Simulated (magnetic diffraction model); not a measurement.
## LiMnGe2S6 below its ordering temperature

Space group C2/c (no. 15), a = 12.1710 Å, b = 10.7080 Å, c = 6.3090 Å, β = 110.13°.

| site | atom | x | y | z |
| --- | --- | --- | --- | --- |
| 8f | Ge | 0.8081 | 0.4202 | 0.2841 |
| 4e | Mn | 0 | 0.0853 | 1/4 |
| 8f | S | 0.8652 | 0.5025 | 0.0852 |
| 8f | S | 0.8614 | 0.2473 | 0.3256 |
| 8f | S | 0.6343 | 0.4152 | 0.1773 |
| 4e | Li | 0 | 0.7525 | 1/4 |

This is a made-up structure (elements placed in a structure type, unrelaxed), so the numbers test the method and describe no known phase.

Only Mn is taken to order (form factors of Mn3+); orders and moment sizes are assumed, and not adapted to the symmetry. Radiation: neutrons of λ = 1.909 Å, 3° to 35°; isotropic B of 0.56 Å² (Ge), 0.57 Å² (Mn), 0.59 Å² (S) and 1.1 Å² (Li). The intensities are simulated: I ∝ L Σ (|F_N|² + |F_M⊥|²) for unpolarised neutrons, with F_M = 2.695 fm/μB × Σ f(s) S exp(2πi Q·r) exp(−B s²) at Q = H ± k (one set where k and −k are equivalent), only the part normal to Q counting and L = 1/(sin²θ cos θ). For a modulated order the moment at position r is S exp(−2πi k·r) + c.c., with S = m/2 for a sine wave of amplitude m and S = m(u + iv)/2 for moments turning in a plane, u and v being orthogonal unit vectors in it; the phase factor of the sum at Q = H + k is then exp(2πi H·r). Form factors are spin-only for 3d ions and dipole or tabulated for f ions, scattering lengths are Sears's of 1992, and absorption is left out. A label names one of the reflections at its angle. The strongest nuclear line in the range is 100, and lines under 0.2 are left out.

Above the ordering temperature:

```tsv
2θ (°)	index	I
14.03	(1 1 0)	68.1
19.23	(2 0 0)	95.5
20.49	(1 1 -1)	1.0
20.54	(0 2 0)	28.1
25.88	(1 1 1)	12.5
27.81	(0 2 1)	100.0
28.28	(2 2 0)	9.4
30.03	(2 2 -1)	26.2
30.44	(3 1 -1)	15.3
30.85	(3 1 0)	19.2
32.54	(1 3 0)	3.0
```

Below it (cell unchanged):

| 2θ (°) | I |
| --- | --- |
| 6.85 | 34.0 |
| 14.03 | 68.1 |
| 14.10 | 6.7 |
| 16.00 | 2.1 |
| 17.03 | 5.4 |
| 19.23 | 95.5 |
| 20.29 | 1.4 |
| 20.49 | 1.0 |
| 20.54 | 28.1 |
| 21.68 | 1.4 |
| 22.59 | 1.0 |
| 23.67 | 3.7 |
| 25.88 | 12.5 |
| 26.11 | 0.9 |
| 27.47 | 0.4 |
| 27.81 | 100.0 |
| 27.95 | 1.4 |
| 28.28 | 9.4 |
| 29.31 | 0.3 |
| 29.92 | 0.8 |
| 30.03 | 26.2 |
| 30.40 | 1.7 |
| 30.44 | 1.3 |
| 30.44 | 15.3 |
| 30.71 | 0.4 |
| 30.85 | 19.2 |
| 32.10 | 0.5 |
| 32.54 | 3.0 |
| 32.98 | 1.6 |
| 33.20 | 1.1 |
| 33.47 | 1.9 |
| 33.51 | 1.1 |
| 33.82 | 0.5 |

**Question.** Find the propagation vector, then choose among these models:
A. moments turning in the plane of [001] and [100], 3.23 μB on Mn; signs + at (0, 0.0853, 1/4), + at (0, 0.9147, 3/4)
B. moments turning in the plane of [010] and [001], 3.23 μB on Mn; signs + at (0, 0.0853, 1/4), + at (0, 0.9147, 3/4)
C. a sine wave with moments along [001] (amplitudes given), 3.23 μB on Mn; signs + at (0, 0.0853, 1/4), + at (0, 0.9147, 3/4)
D. a sine wave with moments along [100] (amplitudes given), 3.23 μB on Mn; signs + at (0, 0.0853, 1/4), + at (0, 0.9147, 3/4)

The new lines index as (0 0 0.371) at 6.85°, (1 1 -0.371) at 14.10°, (1 1 -0.629) at 16.00° and (1 1 0.371) at 17.03°, that is as H ± k with k = (0 0 0.371). Satellites come in pairs about each point of the reciprocal lattice.

Magnetic intensity, observed (below minus above) and for each model:

| 2θ (°) | index | observed | A | B | C | D |
| --- | --- | --- | --- | --- | --- | --- |
| 6.85 | (0 0 0.371) | 34.0 | 34.0 | 38.0 | 4.0 | 34.0 |
| 14.10 | (1 1 -0.371) | 6.7 | 17.2 | 14.2 | 8.9 | 6.7 |
| 16.00 | (1 1 -0.629) | 2.1 | 4.3 | 3.4 | 1.6 | 2.1 |
| 17.03 | (1 1 0.371) | 5.4 | 10.2 | 11.2 | 6.4 | 5.4 |
| 18.05 | (2 0 -0.371) | <0.2 | 4.5 | 8.3 | 3.9 | <0.2 |
| 22.59 | (2 0 0.371) | 1.0 | 2.7 | 5.1 | 2.5 | 1.0 |
| 23.67 | (0 2 0.629) | 3.7 | 6.5 | 3.8 | 2.9 | 3.7 |
| 29.31 | (3 1 -0.371) | 0.3 | 2.4 | 3.8 | 2.0 | 0.3 |

Model D matches.

The absence at (2 0 -0.371) is telling: Q lies along the moments there, so the part normal to Q vanishes.

The structure used: k = (0 0 0.371), a sine wave with moments along [100] (amplitudes given), 3.23 μB on Mn; signs + at (0, 0.0853, 1/4), + at (0, 0.9147, 3/4).

[Logs are printed without paths, hosts, clocks, repeated set-up lines and the standing remarks that a program may print on its own settings, such as how far it seeks lower states.]
